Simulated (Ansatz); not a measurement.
# Phonons of PbO2 (PbO2, Fm-3m) against volume

Does PbO2 (PbO2, Fm-3m) expand much on heating, by its phonons?

Program: Ansatz 0.2.0. Level of theory: DFT PBEsol, scalar-relativistic, plane waves, PAW; PAW set soft_1. Results are calculated unless marked as measured.

The database entry behind the starting cell lists a pressure of 16.0 GPa, so it need not match the best structure at ambient conditions.

### 1. The structure

The structure is cubic, space group Fm-3m (No. 225). The conventional cell has a = 5.329 Å, b = 5.329 Å, c = 5.329 Å, α = 90.00°, β = 90.00°, γ = 90.00°. Pb has 8 O at 2.31 Å nearest. Nearest to O lie 4 Pb at 2.31 Å. Farther neighbours and most contacts between anions are not listed.

### 2. Phonons on a q mesh

The cell comes from relaxations at this level that are not shown. Stability and thermal properties need the whole zone. Linear response on a 4×4×4 q mesh gives force constants as far as a supercell of that size would.

input.yaml

```yaml
crystal:
  lattice:
    - [0.0, 2.6644545098, 2.6644545098]
    - [2.6644545098, 0.0, 2.6644545098]
    - [2.6644545098, 2.6644545098, 0.0]
  atoms:
    - { symbol: Pb, position: [0.0, 0.0, 0.0] }
    - { symbol: O, position: [0.25, 0.25, 0.25] }
    - { symbol: O, position: [0.75, 0.75, 0.75] }
kpoints:
  mp_grid: { grid: [16, 16, 16] }
hamiltonian:
  xc: pbesol
  pseudopotentials: { kind: paw, azcp: { folder: soft_1 }, xc_functional: pbe }
scf:
  occupations: { method: methfessel_paxton, width: 0.2 }
output:
  eigenvalues: true
phonons:
  method: dfpt
  qmesh: [4, 4, 4]
  temperatures: { t_max: 1000, t_step: 50 }
  qpath:
    path:
      - [[0.0, 0.0, 0.0], [0.5, 0.0, 0.5], [0.625, 0.25, 0.625]]
      - [[0.375, 0.375, 0.75], [0.0, 0.0, 0.0], [0.5, 0.5, 0.5], [0.5, 0.25, 0.75], [0.5, 0.0, 0.5]]
    npoints: 10
```

On the command line:

```console
$ ansatz run input.yaml --threads 4 --pin off --max-ram 10240MiB --backend cpu --events-out ev --progress --plain --runs-dir out
```

Numbers of over 12 decimals in the logs are rounded to 6 here.

What it wrote:

```text
Warning: phonons: the dynamical matrix that this run interpolates holds no multipole term above the dipole-dipole one, and a site of this crystal is no centre of inversion, so its interpolated transverse optical and acoustic branches and sound speeds can stay off near Gamma, and the density of states and the thermodynamics with them. What a run solves at a wave vector of phonons.qpoints, Gamma apart, where the deck admits one, is free of this, and under fd what a larger phonons.supercell samples
Engine: ansatz 0.2.0, aarch64-unknown-linux-gnu
Pseudopotentials: kind: paw
Pseudopotential: Pb, paw, valence charge 14, recommended cutoff 420 eV (normal), soft_1/Pb.paw.azcp
Pseudopotential: O, paw, valence charge 6, recommended cutoff 420 eV (normal), soft_1/O.paw.azcp
Functional definition: PBEsol
  exchange = pbesol_x
  correlation = pbesol_c
Crystal: 3 atoms, lattice volume = 37.832 Å³
Basis set: ecut = 420 eV, 725 PW (Γ), exchange–correlation on 54×54×54 points (8 copies of the dense FFT grid, shifted against one another)
Bands: 17, of which v1, the nominal top of the filled ones, is band 13 counted from 1 (12 counted from 0)
Symmetry: 48 space group operations
k-points: 145 of 4096
Non-local potential: Pb, projectors of the file, l = 0: 2, l = 1: 2, l = 2: 2, l = 3: 1
Non-local potential: O, projectors of the file, l = 0: 2, l = 1: 2, l = 2: 1
PAW form: soft (Blöchl's): semilocal exchange-correlation on the pseudo side does not see the compensation charge
PAW frozen core: Pb, regenerated for the run's functional, and the local potential with it (the file was generated under x = pbe(κ = 0.804, μ = 0.219515), c = pbe(β = 0.066725))
PAW frozen core: O, regenerated for the run's functional, and the local potential with it (the file was generated under x = pbe(κ = 0.804, μ = 0.219515), c = pbe(β = 0.066725))
PAW one-centre angular grid: Pb, 590 points (default); XC on 64 Gauss nodes
PAW one-centre angular grid: O, 110 points (default); XC on 64 Gauss nodes
Initial density: superposition of atomic densities (chi_scale 0.1, normalization cell, long waves kept (reshape's long-wave potential 0.00 eV rms))
Initial wavefunctions: pseudopotential atomic-orbital guess
Functional: x = pbesol(κ = 0.804, μ = 0.123457), c = pbesol(β = 0.046)
SCF iter   1: F=—  HF=-12876.463689 eV  |F-HF|=—  |Δ(HF+E_count)|=         —  Δρ=6.71e-2  dr2=1.49e0  ethr=3.10e-3  ⟨swp⟩=6.0  Hψ=12856  notcnv=0
preconditioner: auto → Kerker (q_TF=auto, 2.563 Å⁻¹)  [metal: Δε(μ)=0.015 eV  Ē_g=17.117 eV  σ=0.200 eV  W_gap=0.06  n_scr=14 (ndim 8)  ℏωp=30.8 eV  f_vac=0.002  D(μ)=0.52/eV (n_scr^D=0)]
SCF iter   2: F=—  HF=-12876.253056 eV  |F-HF|=—  |Δ(HF+E_count)|=   2.11e-1  S|Δr|=    0.00e0  Δρ=4.04e-2  dr2=5.56e-1  ethr=3.10e-3  ⟨swp⟩=2.0  Hψ=4161  notcnv=0
SCF iter   3: F=—  HF=-12876.101859 eV  |F-HF|=—  |Δ(HF+E_count)|=   1.51e-1  S|Δr|=    0.00e0  Δρ=5.98e-3  dr2=1.76e-2  ethr=2.14e-3  ⟨swp⟩=2.9  Hψ=4672  notcnv=0
SCF iter   4: F=—  HF=-12876.107103 eV  |F-HF|=—  |Δ(HF+E_count)|=   5.24e-3  S|Δr|=    0.00e0  Δρ=2.16e-3  dr2=2.92e-3  ethr=6.77e-5  ⟨swp⟩=1.2  Hψ=3711  notcnv=0
SCF iter   5: F=—  HF=-12876.109285 eV  |F-HF|=—  |Δ(HF+E_count)|=   2.18e-3  S|Δr|=    0.00e0  Δρ=6.41e-4  dr2=2.46e-4  ethr=1.12e-5  ⟨swp⟩=2.1  Hψ=3317  notcnv=0
SCF iter   6: F=—  HF=-12876.109653 eV  |F-HF|=—  |Δ(HF+E_count)|=   3.67e-4  S|Δr|=    0.00e0  Δρ=1.79e-4  dr2=1.29e-5  ethr=9.45e-7  ⟨swp⟩=2.1  Hψ=3360  notcnv=0
SCF iter   7: F=—  HF=-12876.109668 eV  |F-HF|=—  |Δ(HF+E_count)|=   1.55e-5  S|Δr|=    0.00e0  Δρ=5.05e-5  dr2=5.70e-7  ethr=4.97e-8  ⟨swp⟩=2.0  Hψ=4342  notcnv=0
SCF iter   8: F=—  HF=-12876.109668 eV  |F-HF|=—  |Δ(HF+E_count)|=   8.82e-8  S|Δr|=    0.00e0  Δρ=1.22e-5  dr2=5.99e-8  ethr=2.19e-9  ⟨swp⟩=2.0  Hψ=4147  notcnv=0
SCF iter   9: F=—  HF=-12876.109668 eV  |F-HF|=—  |Δ(HF+E_count)|=   1.88e-8  S|Δr|=    0.00e0  Δρ=3.07e-6  dr2=2.34e-9  ethr=2.31e-10  ⟨swp⟩=2.6  Hψ=4688  notcnv=0
SCF iter  10: F=—  HF=-12876.109668 eV  |F-HF|=—  |Δ(HF+E_count)|=   3.64e-9  S|Δr|=    0.00e0  Δρ=3.68e-7  dr2=3.91e-11  ethr=9.00e-12  ⟨swp⟩=2.3  Hψ=4339  notcnv=0
SCF iter  11: F=-12876.109668 eV  HF=-12876.109668 eV  |F-HF|=2.55e-11  |Δ(HF+E_count)|=  1.46e-10  S|Δr|=    0.00e0  Δρ=9.33e-8  dr2=1.76e-12  ethr=1.00e-12  ⟨swp⟩=8.4  Hψ=14291  notcnv=0
SCF 1 converged in 11 iterations: F = -12876.109668 eV  dr2 = 1.76e-12
  greatest PAW one-centre occupation: 0.986 electrons in one spin orbital (limit 2), on the Pb atom at site 0 (counted from 0), in its partial waves of l = 2
Initial density: read from a saved state, or passed on in memory by an earlier SCF of this step, an earlier step, the calling program or the single point that the run made first
iter 1 solved again at ethr=1.99e-8 eV; its pass at ethr=3.10e-3 eV (dr2=5.17e-6 eV) is discarded
SCF iter   1: F=—  HF=-12876.109668 eV  |F-HF|=—  |Δ(HF+E_count)|=         —  Δρ=7.37e-7  dr2=1.59e-10  ethr=1.99e-8  ⟨swp⟩=4.5  Hψ=21585  notcnv=0
eigensolver tolerance schedule: the retry pair's looser diagonalisation over-reported the residual by 32543.89 of it (diagonalisation noise at 0.26 of the residual, at the tolerance the schedule requests for it); recorded, not acted on — ethr = c·dr2/N_el stays at c = 1.0e-1
preconditioner: auto → Kerker (q_TF=auto, 2.563 Å⁻¹)  [metal: Δε(μ)=0.013 eV  Ē_g=16.902 eV  σ=0.200 eV  W_gap=0.06  n_scr=14 (ndim 8)  ℏωp=30.8 eV  f_vac=0.050  D(μ)=0.65/eV (n_scr^D=0)]
SCF iter   2: F=—  HF=-12876.109668 eV  |F-HF|=—  |Δ(HF+E_count)|=   3.74e-7  S|Δr|=    0.00e0  Δρ=6.22e-7  dr2=1.03e-10  ethr=1.00e-12  ⟨swp⟩=4.2  Hψ=6752  notcnv=0
SCF iter   3: F=—  HF=-12876.109668 eV  |F-HF|=—  |Δ(HF+E_count)|=  1.64e-11  S|Δr|=    0.00e0  Δρ=3.24e-7  dr2=2.79e-11  ethr=1.00e-12  ⟨swp⟩=1.0  Hψ=2465  notcnv=0
SCF iter   4: F=-12876.109668 eV  HF=-12876.109668 eV  |F-HF|=5.46e-12  |Δ(HF+E_count)|=  5.46e-12  S|Δr|=    0.00e0  Δρ=1.10e-7  dr2=3.23e-12  ethr=1.00e-12  ⟨swp⟩=3.1  Hψ=8239  notcnv=0
SCF 2 converged in 4 iterations: F = -12876.109668 eV  dr2 = 3.23e-12
phonons: the bands overlap, so this run is a metal and interpolates without the dipole-dipole term. If the crystal is really an insulator or semiconductor, its LO-TO splitting is missing
NSCF: frozen V_eff on 145 k-points
NSCF: frozen V_eff on 349 k-points
DFPT response loops at q = (0, 0, 0) (fractional): preconditioner auto → Kerker (q_TF=auto, 2.563 Å⁻¹) (partly filled bands, converged f_vac=0.050); β = 1.00, the filter's whole step (`scf.mixing.beta` (0.50) is not read by the response loops under this deck's `scf.mixing.preconditioner`; to damp them name `kerker` or `kerker_dos`, under which they read `scf.mixing.beta`, and type it under 1.00, their step now; both keys bind the ground state too); Broyden in place of MSR1
NSCF: frozen V_eff on 4352 k-points
DFPT response loops at q = (0, 0, 0.25) (fractional): mixed as the last ones told, above
NSCF: frozen V_eff on 2196 k-points
DFPT response loops at q = (0, 0, -0.5) (fractional): mixed as the last ones told, above
NSCF: frozen V_eff on 2320 k-points
DFPT response loops at q = (0, 0.25, 0.25) (fractional): mixed as the last ones told, above
NSCF: frozen V_eff on 8192 k-points
DFPT response loops at q = (0, 0.25, -0.5) (fractional): mixed as the last ones told, above
NSCF: frozen V_eff on 4352 k-points
DFPT response loops at q = (0, 0.25, -0.25) (fractional): mixed as the last ones told, above
NSCF: frozen V_eff on 1242 k-points
DFPT response loops at q = (0, -0.5, -0.5) (fractional): mixed as the last ones told, above
NSCF: frozen V_eff on 2320 k-points
DFPT response loops at q = (0.25, -0.5, -0.25) (fractional): mixed as the last ones told, above
SCF converged after 11 iterations
Stability not checked: this state was not tested for a lower state beside it, because cold or Methfessel-Paxton smearing, or corrected tetrahedra, fill the levels in a way that the test cannot read (fill_not_monotonic; see scf.lower_state_search)
Free energy (F): -12876.109668 eV
Harris-Foulkes:  -12876.109668 eV  (|F-HF|=2.55e-11)
Internal energy: -12876.113667 eV  (E = F + TS)
E sigma→0 (E₀):  -12876.110668 eV
Entropy (-TS):   0.003999 eV (1.333 meV/atom)
Fermi energy:    10.316335 eV
--- Per-component energies (eV) ---
  E_band       = 10.854545
  E_kinetic    = 630.169032
  E_local      = -1424.573543  (includes V_loc(G=0)·N_el)
  E_nonlocal   = 420.106466
  E_hartree    = 536.917956
  E_xc         = -339.737199
  E_vxc        = -312.974958  (∫ρ·V_xc dr)
  E_paw        = -10568.932617  (= ΣΔE_a)
  E_vpaw       = -375.709879  (= ΣTr[D̂ρ^β])
  E_aug_tail   = 0.001506  (compensation charges beyond the density's cutoff)
  E_ewald      = -2130.198013
  E_core_change = 0.132746  (= ΣΔE_core)
  E_smearing   = 0.003999  (= −TS)
  E_closure    = 0.000000  (closes the sum)
  Σ components = -12876.109668   (vs F -12876.109668, Δ=0.00e0)
--- Band table (eV; the first three rows and the last of 145) ---
  k-point 0: bands = [... 9 lower, 8.2828, 8.2828, 9.0344, 9.0344, 9.0344, 17.3128, 17.3128, 17.3128]
  k-point 1: bands = [... 9 lower, 8.2418, 8.2418, 9.0304, 9.0304, 9.5626, 17.2046, 17.4013, 17.4013]
  k-point 2: bands = [... 9 lower, 8.1294, 8.1294, 9.0162, 9.0162, 10.3742, 16.9998, 17.6569, 17.6569]
  k-point 144: bands = [... 9 lower, 7.6072, 7.6072, 9.8958, 10.3560, 12.7806, 19.0910, 19.0910, 19.3383]
--- Phonons (Γ-DFPT): 2 representative perturbations + reference (Σ response iterations 7) ---
  ASR residual: 2.845e-5 → 0.000e0 eV/Å²; symmetrization residual: 3.245e-6 eV/Å²
  ASR residual per site (eV/Å²): 6.17e-6 2.84e-5 2.84e-5
  Γ frequencies (cm⁻¹): 0.00 0.00 0.00 263.89 263.89 263.89 431.57 431.57 431.57
--- Phonons (arbitrary-q DFPT): 8 irreducible q on the 4×4×4 mesh ---
  q = [0.0000, 0.0000, 0.0000] (star 1, of the zone-centre solve; hermiticity 8.95e-7, symmetrization 1.17e-12): -0.00 -0.00 -0.00 263.89 263.89 263.89 431.57 431.57 431.57
  q = [0.0000, 0.0000, 0.2500] (star 8, 2 solved perturbations on 2176 of 4096 k-point pairs; hermiticity 4.11e-7, symmetrization 6.34e-13): 64.03 64.03 100.45 304.01 304.01 399.31 418.06 418.06 435.68
  q = [0.0000, 0.0000, -0.5000] (star 4, 2 solved perturbations on 1098 of 4096 k-point pairs; hermiticity 9.18e-8, symmetrization 2.66e-13): 80.91 80.91 152.24 370.50 370.50 376.75 376.75 431.88 435.97
  q = [0.0000, 0.2500, 0.2500] (star 6, 4 solved perturbations in 3616 linear systems a pass and spin channel, the states on 1160 of 4096 k-point pairs; hermiticity 1.43e-7, symmetrization 4.58e-14): 17.91 17.91 132.79 203.44 203.44 291.42 465.65 465.65 471.48
  q = [0.0000, 0.2500, -0.5000] (star 24, 4 solved perturbations in 12544 linear systems a pass and spin channel, the states on 4096 of 4096 k-point pairs; hermiticity 4.85e-8, symmetrization 1.33e-13): 80.73 102.08 110.38 145.46 214.69 270.23 461.60 474.93 510.76
  q = [0.0000, 0.2500, -0.2500] (star 12, 4 solved perturbations in 6672 linear systems a pass and spin channel, the states on 2176 of 4096 k-point pairs; hermiticity 2.55e-7, symmetrization 3.49e-13): -38.79 82.19 132.90 143.82 325.57 363.85 406.89 457.16 495.39
  q = [0.0000, -0.5000, -0.5000] (star 3, 4 solved perturbations in 1940 linear systems a pass and spin channel, the states on 621 of 4096 k-point pairs; hermiticity 5.84e-8, symmetrization 5.67e-14): -229.04 -69.95 -69.95 92.87 92.87 177.98 489.46 489.46 538.52
  q = [0.2500, -0.5000, -0.2500] (star 6, 4 solved perturbations in 3498 linear systems a pass and spin channel, the states on 1160 of 4096 k-point pairs; hermiticity 2.95e-7, symmetrization 1.20e-13): -189.04 -148.99 95.33 134.27 134.27 385.40 385.40 514.48 518.71
  sum rule: each row above includes the acoustic sum rule's correction from the zone centre's row sums; it moved no ω² by more than (0.70 cm⁻¹)²
  mesh force constants: q→R imaginary residual 5.73e-18; ASR residual 2.845e-5 → 0.000e0 eV/Å²; symmetrization residual 8.882e-15 eV/Å²
  interpolated dispersion: 62 rows × 9 modes
  density of states and harmonic sums: on the 20×20×20 q-mesh, interpolated from the force constants of a 4×4×4 supercell (no non-analytic term)
  largest difference from the sums on the solved wave vectors: F 1.62e-2 eV, S 2.05e-5 and C_V 6.59e-6 eV/K
  zero-point energy: 0.146132 eV/cell   skipped modes (ω ≤ 0): 142, of them read as no rigid motion or as one in doubt: 139 (5.126e-1 modes/cell left out, lowest -229.04 cm⁻¹)   left out of the sums: 5.70e-2 of the cell's modes: C_V's classical limit lies that fraction below 3 k_B per atom; for a crystal, a wire or a layer, F and S can be off by more, and a phonons.interpolated_qmesh denser along its periods is the remedy for the sampling
```

Run time: 12 min. Hardware: 4 threads of Arm Neoverse V1, shared host; peak memory 5.2 GiB.

This step gave:

```yaml
volume_per_atom: 12.61 Å³
gap_on_the_k_mesh: 0 eV
sum_rule_residual_before_enforcement: 2.84e-5 eV/Å²
lowest_frequency_on_the_path: -229.0 cm⁻¹
point_group: m-3m
highest_frequency_on_the_path_or_at_a_solved_wavevector: 538.5 cm⁻¹
highest_optical_mode_at_the_zone_centre_no_lo_to_term: 431.6 cm⁻¹
lowest_optical_zone_centre_mode: 263.9 cm⁻¹
lowest_mode_on_the_q_mesh_acoustic_modes_at_gamma_apart: -229.0 cm⁻¹
```

Frequencies (cm⁻¹) solved at each irreducible wavevector; negative means imaginary. Frequencies by wavevector, by row:

```csv
q in reciprocal lattice units,star,mode 1,mode 2,mode 3,mode 4,mode 5,mode 6,mode 7,mode 8,mode 9
0 0 0,1,0,0,0,263.9,263.9,263.9,431.6,431.6,431.6
0 0 0.25,8,64,64,100.5,304,304,399.3,418.1,418.1,435.7
0 0 -0.5,4,80.9,80.9,152.2,370.5,370.5,376.8,376.8,431.9,436
0 0.25 0.25,6,17.9,17.9,132.8,203.4,203.4,291.4,465.6,465.6,471.5
0 0.25 -0.5,24,80.7,102.1,110.4,145.5,214.7,270.2,461.6,474.9,510.8
0 0.25 -0.25,12,-38.8,82.2,132.9,143.8,325.6,363.9,406.9,457.2,495.4
0 -0.5 -0.5,3,-229,-70,-70,92.9,92.9,178,489.5,489.5,538.5
0.25 -0.5 -0.25,6,-189,-149,95.3,134.3,134.3,385.4,385.4,514.5,518.7
```

Symmetry leaves 8 wavevectors to solve. The lowest mode among them, the acoustic zeros apart, lies at q = (0, -0.5, -0.5) and is imaginary, 229.0i cm⁻¹, so the energy falls along it.

### 3. Relaxing at another volume, volume ratio 0.97

The volume is scaled by 0.97 and held; symmetry leaves nothing to relax, so this is a single point. The modes can then be followed against volume.

input.yaml, the sections that differ from step 2:

```yaml
crystal:
  lattice:
    - [0.0, 2.6375389877, 2.6375389877]
    - [2.6375389877, 0.0, 2.6375389877]
    - [2.6375389877, 2.6375389877, 0.0]
  atoms:
    - { symbol: Pb, position: [0.0, 0.0, 0.0] }
    - { symbol: O, position: [0.25, 0.25, 0.25] }
    - { symbol: O, position: [0.75, 0.75, 0.75] }
output:
  forces: true
  stress: true
  eigenvalues: true
# kpoints, hamiltonian, scf: as in step 2
# phonons: removed
```

What it wrote:

```text
[...]
Crystal: 3 atoms, lattice volume = 36.697 Å³
Basis set: ecut = 420 eV, 725 PW (Γ), exchange–correlation on 50×50×50 points (8 copies of the dense FFT grid, shifted against one another)
Bands: 17, of which v1, the nominal top of the filled ones, is band 13 counted from 1 (12 counted from 0)
Symmetry: 48 space group operations
[...]
k-points: 145 of 4096
[...]
--- Band table (eV; the first three rows and the last of 145) ---
  k-point 0: bands = [... 9 lower, 8.7776, 8.7776, 9.5120, 9.5120, 9.5120, 17.9393, 17.9393, 17.9393]
  k-point 1: bands = [... 9 lower, 8.7322, 8.7322, 9.5101, 9.5101, 10.1386, 17.8290, 18.0320, 18.0320]
  k-point 2: bands = [... 9 lower, 8.6085, 8.6085, 9.5004, 9.5004, 11.0075, 17.6222, 18.3002, 18.3002]
  k-point 144: bands = [... 9 lower, 8.0537, 8.0537, 10.3994, 10.9047, 13.5079, 19.8894, 19.8894, 19.8939]
[key lines of the parts left out:]
SCF converged after 8 iterations
Free energy (F): -12876.092245 eV
Fermi energy:    10.870473 eV
P = ⅓ Tr σ = 5.0453 GPa (50.453 kbar)
```

Elapsed: 1.7 s, on 4 threads; peak memory 0.37 GiB; 6 s of CPU time.

This step gave:

```
pressure        : 5.045 GPa
volume per atom : 12.23 Å³
```

The run ends at a pressure of 5.05 GPa.

### 4. Phonons at the other volume, volume ratio 0.97

The phonons are repeated at this volume on the same k and q meshes.

input.yaml, as its differences from that of step 3:

```diff
@@ -17,4 +17,11 @@
 output:
-  forces: true
-  stress: true
   eigenvalues: true
+phonons:
+  method: dfpt
+  qmesh: [4, 4, 4]
+  temperatures: { t_max: 1000, t_step: 50 }
+  qpath:
+    path:
+      - [[0.0, 0.0, 0.0], [0.5, 0.0, 0.5], [0.625, 0.25, 0.625]]
+      - [[0.375, 0.375, 0.75], [0.0, 0.0, 0.0], [0.5, 0.5, 0.5], [0.5, 0.25, 0.75], [0.5, 0.0, 0.5]]
+    npoints: 10
```

What it wrote:

```text
[...]
Crystal: 3 atoms, lattice volume = 36.697 Å³
Basis set: ecut = 420 eV, 725 PW (Γ), exchange–correlation on 50×50×50 points (8 copies of the dense FFT grid, shifted against one another)
Bands: 17, of which v1, the nominal top of the filled ones, is band 13 counted from 1 (12 counted from 0)
Symmetry: 48 space group operations
k-points: 145 of 4096
[...]
SCF iter   1: F=—  HF=-12876.491917 eV  |F-HF|=—  |Δ(HF+E_count)|=         —  Δρ=7.19e-2  dr2=1.65e0  ethr=3.10e-3  ⟨swp⟩=6.0  Hψ=12857  notcnv=0
[...]
SCF iter  11: F=-12876.092245 eV  HF=-12876.092245 eV  |F-HF|=1.64e-11  |Δ(HF+E_count)|=  1.36e-10  S|Δr|=    0.00e0  Δρ=9.44e-8  dr2=1.70e-12  ethr=1.00e-12  ⟨swp⟩=8.9  Hψ=14673  notcnv=0
SCF 1 converged in 11 iterations: F = -12876.092245 eV  dr2 = 1.70e-12
[...]
SCF iter   4: F=-12876.092245 eV  HF=-12876.092245 eV  |F-HF|=1.82e-12  |Δ(HF+E_count)|=  1.27e-11  S|Δr|=    0.00e0  Δρ=1.53e-7  dr2=6.21e-12  ethr=1.00e-12  ⟨swp⟩=3.3  Hψ=8336  notcnv=0
SCF 2 converged in 4 iterations: F = -12876.092245 eV  dr2 = 6.21e-12
[...]
NSCF: frozen V_eff on 145 k-points
[...]
SCF converged after 11 iterations
[...]
Free energy (F): -12876.092245 eV
[...]
Internal energy: -12876.095574 eV  (E = F + TS)
E sigma→0 (E₀):  -12876.093077 eV
Entropy (-TS):   0.003329 eV (1.110 meV/atom)
Fermi energy:    10.870491 eV
[...]
--- Band table (eV; the first three rows and the last of 145) ---
  k-point 0: bands = [... 9 lower, 8.7777, 8.7777, 9.5121, 9.5121, 9.5121, 17.9394, 17.9394, 17.9394]
  k-point 1: bands = [... 9 lower, 8.7322, 8.7322, 9.5101, 9.5101, 10.1386, 17.8290, 18.0321, 18.0321]
  k-point 2: bands = [... 9 lower, 8.6086, 8.6086, 9.5004, 9.5004, 11.0076, 17.6222, 18.3002, 18.3002]
  k-point 144: bands = [... 9 lower, 8.0537, 8.0537, 10.3994, 10.9047, 13.5081, 19.8894, 19.8894, 19.8939]
[...]
ASR residual: 2.797e-5 → 0.000e0 eV/Å²; symmetrization residual: 3.404e-6 eV/Å²
  ASR residual per site (eV/Å²): 1.17e-5 2.80e-5 2.80e-5
  Γ frequencies (cm⁻¹): 0.00 0.00 0.00 284.75 284.75 284.75 453.08 453.08 453.08
--- Phonons (arbitrary-q DFPT): 8 irreducible q on the 4×4×4 mesh ---
[...]
interpolated dispersion: 62 rows × 9 modes
[...]
```

Wall time 11 min (4 threads); peak memory 5.8 GiB.

Numbers from this step:

```yaml
sum_rule_residual_before_enforcement: 2.80e-5 eV/Å²
lowest_frequency_on_the_path: -221.8 cm⁻¹
highest_frequency_on_the_path_or_at_a_solved_wavevector: 562.9 cm⁻¹
highest_optical_mode_at_the_zone_centre_no_lo_to_term: 453.1 cm⁻¹
lowest_optical_zone_centre_mode: 284.8 cm⁻¹
lowest_mode_on_the_q_mesh_acoustic_modes_at_gamma_apart: -221.8 cm⁻¹
```

Frequencies (cm⁻¹) solved at each irreducible wavevector; negative means imaginary. Frequencies by wavevector, by row:

```csv
q in reciprocal lattice units,star,mode 1,mode 2,mode 3,mode 4,mode 5,mode 6,mode 7,mode 8,mode 9
0 0 0,1,0,0,0,284.8,284.8,284.8,453.1,453.1,453.1
0 0 0.25,8,66.7,66.7,108.7,324.7,324.7,428.7,439.5,439.5,457.9
0 0 -0.5,4,84.9,84.9,163.8,390.6,390.6,398.4,398.4,451.8,460.2
0 0.25 0.25,6,28.4,28.4,141.8,224.1,224.1,311.8,488.1,488.1,498.9
0 0.25 -0.5,24,85.5,113.7,133.4,159.4,235.4,289.5,484.2,497.8,534.7
0 0.25 -0.25,12,39.1,86.6,142.2,161.2,345.5,384.5,428.6,481.2,518.7
0 -0.5 -0.5,3,-221.8,28.6,28.6,98.2,98.2,189.9,512.7,512.7,562.9
0.25 -0.5 -0.25,6,-179.2,-130,101.1,143.1,143.1,406.4,406.4,539,542.3
```

The highest optical mode at the zone centre (no LO-TO term) is 453.1 cm⁻¹, +21.5 cm⁻¹ against the base run.

(Continued in part 2 of 2.)

[Logs are printed without paths, hosts, clocks, repeated set-up lines and the standing remarks that a program may print on its own settings, such as how far it seeks lower states.]

[Hosts, paths, dates, database ids (printed as entryN), source tags and the programs' standing remarks are cut or masked in the printed files.]
